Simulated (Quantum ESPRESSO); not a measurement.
# Wannier-interpolated electron–phonon scattering in Rh (Fm-3m), part 3 of 5

How strongly do phonons scatter the electrons of Rh (Fm-3m), and how dense must the meshes be?

Quantum ESPRESSO 7.5; DFT PBE, scalar-relativistic, plane waves, PseudoDojo 0.4.1 norm-conserving pseudopotentials.

So far. Step 3 (Ground state): The Fermi level lies at 22.03 eV and the pressure is 0.091 GPa. Step 4 (Phonons on the coarse mesh): The lowest mode off the zone centre lies at 97.1 cm⁻¹ and the highest of all solved modes at 236 cm⁻¹, so the solved wavevectors are stable. The acoustic modes at the centre lie within 1.1 cm⁻¹ of zero before the sum rule is imposed.

## 7. Wannier functions and couplings

Projections Rh s, p, d start 9 Wannier functions; states up to 2.5 eV over the Fermi level are frozen, and the projected functions are kept without the localisation step. Hamiltonian, force constants and couplings go to real space.

epw1.in reads:

```
--
&inputepw
   prefix = 'x'
   outdir = './tmp'
   dvscf_dir = './save'
   elph = .true.
   etf_mem = 1
   nbndsub = 9
   bands_skipped = 'exclude_bands = 1-4'
   use_ws = .true.
   vme = 'wannier'
   asr_typ = 'crystal'
   nk1 = 8
   nk2 = 8
   nk3 = 8
   nq1 = 4
   nq2 = 4
   nq3 = 4
   amass(1) = 102.9055
   epwwrite = .true.
   epwread = .false.
   wannierize = .true.
   num_iter = 0
   dis_win_max = 62.03
   dis_froz_max = 24.529
   proj(1) = 'Rh:s;p;d'
   wdata(1) = 'dis_num_iter = 600'
   wdata(2) = 'guiding_centres = .true.'
   wdata(3) = 'num_print_cycles = 50'
   wdata(4) = 'dis_mix_ratio = 0.7'
   band_plot = .true.
   filkf = 'path.dat'
   filqf = 'path.dat'
   fsthick = 100.0
   efermi_read = .true.
   fermi_energy = 22.0289
/
```

Run with:

```sh
$ OMP_NUM_THREADS=1 mpirun -n 8 epw.x -nk 8 -in epw1.in > epw1.out
```

The log of the run:

```text
[the first part of the log is left out]
     Number of WS vectors for phonons       93
     Number of WS vectors for electron-phonon       93
     Maximum number of cores for efficient parallelization       93
     Inside velocity step 1
     Velocity matrix elements calculated
     Writing Hamiltonian, Dynamical matrix and EP vertex in Wann rep to file
     ===================================================================
     Memory usage:  VmHWM =       267Mb
                   VmPeak =       736Mb
     ===================================================================
     Using q-mesh file: path.dat
     WARNING: q-point weigths do not add up to 1 [loadqmesh_serial]
     Size of q point mesh for interpolation:         45
     Using k-mesh file: path.dat
     WARNING: k-point weigths do not add up to 1 [loadkmesh_para]
     Size of k point mesh for interpolation:         45
     Fermi energy coarse grid =  22.093450 eV
     ===================================================================
     Fermi energy is read from the input file: Ef =  22.028900 eV
     ===================================================================
     Skipping    4 occupied bands:
     The Fermi level will be determined with   9.00000 electrons
              ibndmin =     1  ebndmin =    14.254 eV
              ibndmax =     9  ebndmax =    53.626 eV
     Number of ep-matrix elements per pool :         1458 ~=   11.39 Kb (@ 8 bytes/ DP)
     We only need to compute       45 q-points
     ===================================================================
     Memory usage:  VmHWM =       267Mb
                   VmPeak =       736Mb
     ===================================================================
```

It took 7.8 min on 8 MPI ranks of Arm Neoverse N1, shared host.

This step gave:

```
r.m.s. error of the interpolated bands from 2 eV under to 1 eV over the Fermi level : 8.2 meV
largest error in that range                                                         : 52.3 meV
lowest interpolated frequency on the path                                           : 0 cm⁻¹
```

The electronic bands at the labelled points (eV, zero at the Fermi level; # counts the bands kept):

```
          point     #1     #2     #3     #4     #5     #6     #7     #8
              K  -5.31  -4.59  -1.97  -0.64   0.39   7.76   8.54  11.85
0.47 of the way  -4.80  -3.86  -2.91  -1.84  -1.64   1.23  14.79  16.14
              Γ  -7.78  -2.95  -2.95  -2.95  -0.94  -0.94  16.21  21.51
        halfway  -6.01  -3.08  -2.60  -2.60  -0.77  -0.77  15.02  17.65
              L  -5.92  -3.03  -3.03   0.57   0.57   0.78   8.45  15.68
        halfway  -4.83  -3.98  -2.55  -1.91   0.39   5.36   8.29  15.99
              W  -4.83  -3.66  -3.66  -1.13   0.98   9.51   9.51  11.12
0.57 of the way  -5.69  -5.34  -0.88  -0.01   0.98   5.46  11.66  12.54
              X  -6.09  -5.74   0.55   0.97   0.97   3.27  12.03  13.29
```

The same for Wannier interpolation:

```
point     #1     #2     #3     #4     #5     #6     #7     #8
    K  -5.31  -4.59  -1.97  -0.64   0.39   8.28   8.87  13.30
    Γ  -7.78  -2.96  -2.96  -2.96  -0.94  -0.94  29.02  29.02
    L  -5.92  -3.03  -3.03   0.57   0.57   0.78   8.64  21.94
    W  -4.83  -3.66  -3.66  -1.13   0.98  10.00  10.00  11.12
    X  -6.09  -5.74   0.55   0.97   0.97   3.51  13.00  13.37
```

The first set of electronic bands as a text plot (rows in eV, shown from -7.8 to 8.0 only):

```
    7.7 |**                                         *     *
    7.0 |
    6.4 |  *                                      **       **
    5.7 |                                                    *
    5.0 |   *                                    *
    4.4 |                                       *             *
    3.7 |    **                                                *
    3.1 |      *                               *                *
    2.4 |                                    **
    1.8 |       *                           *
    1.1 |        *                         *          ***********
    0.4 |**       **                    **************        ***
   -0.2 |  **       **              *****   *              ****
   -0.9 |**  ***      **************   *     **      ******  *
   -1.5 |  *************                       *  ***      **
   -2.2 |**       ****                *         **        *
   -2.8 |  *    ******************************** ***     *
   -3.5 |   ****  *******      ****          ****   *****
   -4.2 | ** *****                               *****   *
   -4.8 |****    *                               *  *********
   -5.5 |*        ***                 *      ****          ******
   -6.1 |            *            **** ******                 ***
   -6.8 |             **        **
   -7.4 |               ********
         K                 Γ               L            W       X
```

The phonon branches at the labelled points (cm⁻¹):

```
          point  branch 1  branch 2  branch 3
              K       170       198       209
0.47 of the way       117       141       212
              Γ         0         0         0
        halfway        97        97       193
              L       138       138       236
        halfway       155       173       220
              W       183       198       198
0.57 of the way       184       186       222
              X       185       185       231
```

The phonon branches as a text plot (rows in cm⁻¹):

```
    231 |                              *********              ***
    221 |    ****                     *         **         ***
    211 |* **    *                  **            ***     *
    201 |**       **                                 *****
    192 |  *        *              *                **   ****
    182 |   *                                     **  ***********
    172 |*   **                   *              *  **
    162 | **   *     *                          * **
    152 |   *   *                              ***
    142 |    **  *    **        **         *****
    133 |      *                        ***
    123 |       * **                  **
    113 |        *  *   *      *    **
    103 |         **
     93 |           **             *
     84 |            *            *
     74 |             ** *    * **
     64 |             ***
     54 |                      *
     44 |               **   *
     34 |                **   *
     25 |                 *
     15 |                 *  *
      5 |                  **
         K                 Γ               L            W       X
```

Near the Fermi level the interpolated bands miss those of pw.x by 8 meV r.m.s. and 52 meV at most, each level matched to the nearest interpolated one; the r.m.s. value is under the 60 meV set for going on.

## 8. Coupling and Tc: fine k 20×20×20, q 10×10×10, width 0.15 eV, window 0.61 eV

The couplings are interpolated to a fine mesh near the Fermi level; their sum gives α²F and λ, and the linearised gap equation gives Tc.

a2f-1.in reads:

```
--
&inputepw
   prefix = 'x'
   outdir = './tmp'
   dvscf_dir = './save'
   elph = .true.
   etf_mem = 1
   nbndsub = 9
   bands_skipped = 'exclude_bands = 1-4'
   use_ws = .true.
   vme = 'wannier'
   asr_typ = 'crystal'
   nk1 = 8
   nk2 = 8
   nk3 = 8
   nq1 = 4
   nq2 = 4
   nq3 = 4
   amass(1) = 102.9055
   epwwrite = .false.
   epwread = .true.
   wannierize = .false.
   nkf1 = 20
   nkf2 = 20
   nkf3 = 20
   nqf1 = 10
   nqf2 = 10
   nqf3 = 10
   mp_mesh_k = .true.
   ephwrite = .true.
   eliashberg = .true.
   liso = .true.
   limag = .true.
   tc_linear = .true.
   tc_linear_solver = 'lapack'
   fsthick = 0.61
   degaussw = 0.15
   degaussq = 0.5
   nqstep = 500
   muc = 0.13
   wscut = 0.3
   nsiter = 500
   nstemp = 7
   temps = 0.5 1.0 2.0 4.0 8.0 16.0 32.0
/
```

Run with:

```sh
$ OMP_NUM_THREADS=1 mpirun -n 8 epw.x -nk 8 -in a2f-1.in > a2f-1.out
```

The log of the run:

```text
[the first part of the log is left out]
            Electron smearing (eV) =    0.150000000000000D+00
                 Fermi window (eV) =    0.610000000000000D+00
     Finish writing .ephmat files
     ===================================================================
     Memory usage:  VmHWM =        47Mb
                   VmPeak =       523Mb
     ===================================================================
     Finish writing dos file x.dos
     Finish writing phdos files x.phdos and x.phdos_proj
     ===================================================================
     Solve isotropic Eliashberg equations
     ===================================================================
     Finish reading freq file
                  Fermi level (eV) =     2.2058567631E+01
     DOS(states/spin/eV/Unit Cell) =     5.7504285111E-01
            Electron smearing (eV) =     1.5000000000E-01
                 Fermi window (eV) =     6.1000000000E-01
     Nr irreducible k-points within the Fermi shell =       197 out of       256
           4 bands within the Fermi window
     Finish reading egnv file
     Max nr of q-points =       842
     Finish reading ikmap files
     Start reading .ephmat files
     Finish reading .ephmat files
     a2f file is not found to estimate initial gap: calculating a2f files
     Finish reading a2f file
     Electron-phonon coupling strength =    0.4147867
     Estimated Tc using McMillan expression =   0.5792 K for muc =   0.1300
     Estimated Tc using Allen-Dynes modified McMillan expression =   0.5868 K
     Estimated Tc using SISSO machine learning model =   0.6396 K
     Estimated w_log =  20.8756 meV
     Estimated BCS superconducting gap using McMillan Tc =   0.0878 meV
     WARNING WARNING WARNING
     The code may crash since tempsmax =   32.000 K is larger than McMillan Tc =     0.579 K
     Start: Solving (isotropic) linearized Eliashberg equation with solver = lapack
     For the first Temp.    0.50  K
       Total number of frequency points nsiw(     1) =   1108
       Cutoff frequency wscut =     0.3001
     Superconducting transition temp. Tc is the one which has Max. eigenvalue close to 1
      -----------------------------------------------------------------
             Temp.       Max.         nsiw     wscut    Nr. of iters
             (K)       eigenvalue    (itemp)   (eV)      to Converge
      -----------------------------------------------------------------
             0.50      1.2590451     1108      0.3001        1
             1.00      1.0659917      554      0.3002        1
             2.00      0.8743909      277      0.3005        1
             4.00      0.6851535      139      0.3021        1
             8.00      0.4986400       69      0.3010        1
            16.00      0.3186604       35      0.3075        1
            32.00      0.1515147       17      0.3032        1
      -----------------------------------------------------------------
     Finish: Solving (isotropic) linearized Eliashberg equation
```

Elapsed: 3 min, on 8 MPI ranks; 24 min of CPU time.

This step gave:

- coupling constant λ: 0.4148
- log mean phonon energy ħω_log: 20.88 meV
- density of states at the Fermi level: 0.5750 states/eV a spin and cell
- Fermi level on the fine mesh: 22.06 eV

The a2F by phonon energy; read off at these points:

```
phonon energy (meV)      a2F
                4.0   3.0e-5
                5.0  0.00305
                6.0   4.0e-4
                7.0  0.00268
                8.0  0.00319
                9.0  0.00201
               10.0   0.0204
               11.0   0.0216
               12.0  0.00828
               13.0   0.0238
               14.0   0.0806
               15.0   0.0515
               16.0    0.132
               17.0    0.192
               18.0    0.286
               19.0    0.266
               20.0    0.419
               20.1    0.426
               21.0    0.373
               22.0    0.447
               22.4    0.551
               23.0    0.393
               24.0    0.237
               25.0    0.209
               26.0    0.255
               27.0    0.501
               27.3    0.526
               28.0    0.376
               29.0   0.0579
               30.0   4.3e-4
               31.0        0
```

λ = 0.415 and ħω_log = 20.9 meV. The eigenvalue passes 1 near 1.3 K.

## 9. Resistivity: fine k 24×24×24, q 12×12×12, adaptive width, window 0.32 eV

The Boltzmann equation is solved by iteration on a fine mesh; only states within the window around the Fermi level enter.

bte-1.in reads:

```
--
&inputepw
   prefix = 'x'
   outdir = './tmp'
   dvscf_dir = './save'
   elph = .true.
   etf_mem = 1
   nbndsub = 9
   bands_skipped = 'exclude_bands = 1-4'
   use_ws = .true.
   vme = 'wannier'
   asr_typ = 'crystal'
   nk1 = 8
   nk2 = 8
   nk3 = 8
   nq1 = 4
   nq2 = 4
   nq3 = 4
   amass(1) = 102.9055
   epwwrite = .false.
   epwread = .true.
   wannierize = .false.
   nkf1 = 24
   nkf2 = 24
   nkf3 = 24
   nqf1 = 12
   nqf2 = 12
   nqf3 = 12
   mp_mesh_k = .true.
   scattering = .true.
   iterative_bte = .true.
   epmatkqread = .false.
   assume_metal = .true.
   int_mob = .false.
   carrier = .false.
   ngaussw = -99
   mob_maxiter = 200
   broyden_beta = 0.7
   fsthick = 0.32
   degaussw = 0.0
   nstemp = 6
   temps = 150 200 273 300 400 500
   restart = .false.
   selecqread = .false.
/
```

Run with:

```sh
$ OMP_NUM_THREADS=1 mpirun -n 8 epw.x -nk 8 -in bte-1.in > bte-1.out
```

The log of the run:

```text
[the first part of the log is left out]
     =============================================================================================
     Start solving iterative Boltzmann Transport Equation
     =============================================================================================
     Iteration number:         1
     =============================================================================================
       Temp     Fermi        DOS        Population SR                 Conductivity
        [K]      [eV]    [states/Ry] [carriers per cell]               [Ohm.cm]^-1
     =============================================================================================
      150.000  22.0560   0.15886E+02   0.35805E-14    0.292545E+06   -0.254335E-12    0.175111E-12
                                       0.13739E-14   -0.702263E-12    0.292545E+06    0.236723E-11
                                      -0.27054E-14    0.176866E-12    0.339394E-12    0.292545E+06
      200.000  22.0568   0.16579E+02  -0.13878E-16    0.229241E+06   -0.134749E-12   -0.336905E-12
                                       0.79093E-15   -0.361185E-12    0.229241E+06    0.471614E-12
                                      -0.61334E-14    0.271186E-12    0.115461E-11    0.229241E+06
      273.000  22.0571   0.15920E+02  -0.13878E-16    0.175204E+06    0.557514E-12    0.302992E-13
                                      -0.93000E-15   -0.243176E-13    0.175204E+06    0.104603E-11
                                       0.15828E-14   -0.286308E-13    0.313709E-12    0.175204E+06
      300.000  22.0570   0.16260E+02   0.13878E-16    0.161934E+06    0.203802E-12   -0.293092E-12
                                      -0.53018E-14   -0.202857E-12    0.161934E+06   -0.725318E-13
                                       0.41914E-14    0.138119E-12    0.960081E-13    0.161934E+06
      400.000  22.0561   0.16103E+02   0.00000E+00    0.128679E+06   -0.158327E-12   -0.168477E-13
                                      -0.31771E-14   -0.353711E-13    0.128679E+06    0.115882E-11
                                       0.27858E-15   -0.774721E-13    0.826167E-12    0.128679E+06
      500.000  22.0549   0.10044E+02   0.41633E-15    0.108114E+06    0.117931E-12    0.404233E-13
                                       0.15267E-14   -0.421084E-13    0.108114E+06    0.634890E-12
                                      -0.15254E-14    0.134824E-13    0.256744E-12    0.108114E+06
                                                      0.292545E+06    Max error
     [...]
     Iteration number:        24
     =============================================================================================
       Temp     Fermi        DOS        Population SR                 Conductivity
        [K]      [eV]    [states/Ry] [carriers per cell]               [Ohm.cm]^-1
     =============================================================================================
      150.000  22.0560   0.15886E+02   0.00000E+00    0.298403E+06    0.599624E-12    0.318285E-12
                                      -0.92981E-15   -0.710685E-12    0.298403E+06   -0.235586E-11
                                       0.11561E-13   -0.436234E-12   -0.605519E-12    0.298403E+06
      200.000  22.0568   0.16579E+02   0.13878E-16    0.233912E+06   -0.825345E-13   -0.471652E-12
                                       0.47877E-14   -0.379713E-12    0.233912E+06    0.277179E-12
                                       0.43998E-14    0.539063E-13   -0.150243E-11    0.233912E+06
      273.000  22.0571   0.15920E+02  -0.13878E-16    0.179000E+06   -0.485088E-12    0.350324E-12
                                       0.21650E-14    0.396346E-13    0.179000E+06   -0.152422E-11
                                       0.86325E-14    0.842220E-13   -0.320444E-12    0.179000E+06
      300.000  22.0570   0.16260E+02   0.00000E+00    0.165457E+06    0.107798E-12    0.127996E-12
                                       0.27059E-14    0.149116E-12    0.165457E+06    0.102745E-12
                                       0.62456E-14   -0.464872E-12   -0.490984E-12    0.165457E+06
      400.000  22.0561   0.16103E+02  -0.24980E-15    0.131524E+06   -0.875855E-13    0.117899E-12
                                       0.37749E-14   -0.146537E-12    0.131524E+06   -0.161696E-12
                                      -0.24693E-14    0.808557E-13   -0.119083E-11    0.131524E+06
      500.000  22.0549   0.10044E+02  -0.22204E-15    0.110540E+06   -0.808219E-13    0.842190E-13
                                       0.16645E-15   -0.757952E-13    0.110540E+06    0.340130E-12
                                      -0.88747E-15   -0.242535E-12    0.520825E-13    0.110540E+06
                                                      0.515778E-06    Max error
```

It took 4.4 min on 8 MPI ranks; 35 min of CPU time.

This step gave:

```
iterations           : 24
resistivity at 300 K : 6.044 μΩ cm
```

Resistivity, by row:

```
T (K)  rho_xx (μΩ cm)  rho_yy  rho_zz  relaxation-time approximation, mean of the axes (μΩ cm)
  150           3.351   3.351   3.351                                                    3.433
  200           4.275   4.275   4.275                                                    4.352
  273           5.587   5.587   5.587                                                     5.64
  300           6.044   6.044   6.044                                                    6.079
  400           7.603   7.603   7.603                                                    7.563
  500           9.046   9.046   9.046                                                     8.93
```

ρ(300 K) = 6.04 μΩ cm; the relaxation-time start gave 6.08. One mesh does not show convergence. The largest adaptive width printed is 0.69 eV, against a window of 0.32 eV outside which no state is counted.

(Part 3 of 5 ends here.)

[The logs of pw.x and epw.x are selected lines.]

[Logs are printed without paths, hosts, clocks, repeated set-up lines and the standing remarks that a program may print on its own settings, such as how far it seeks lower states.]

[Hosts, paths, dates, database ids (printed as entryN), source tags and the programs' standing remarks are cut or masked in the printed files.]
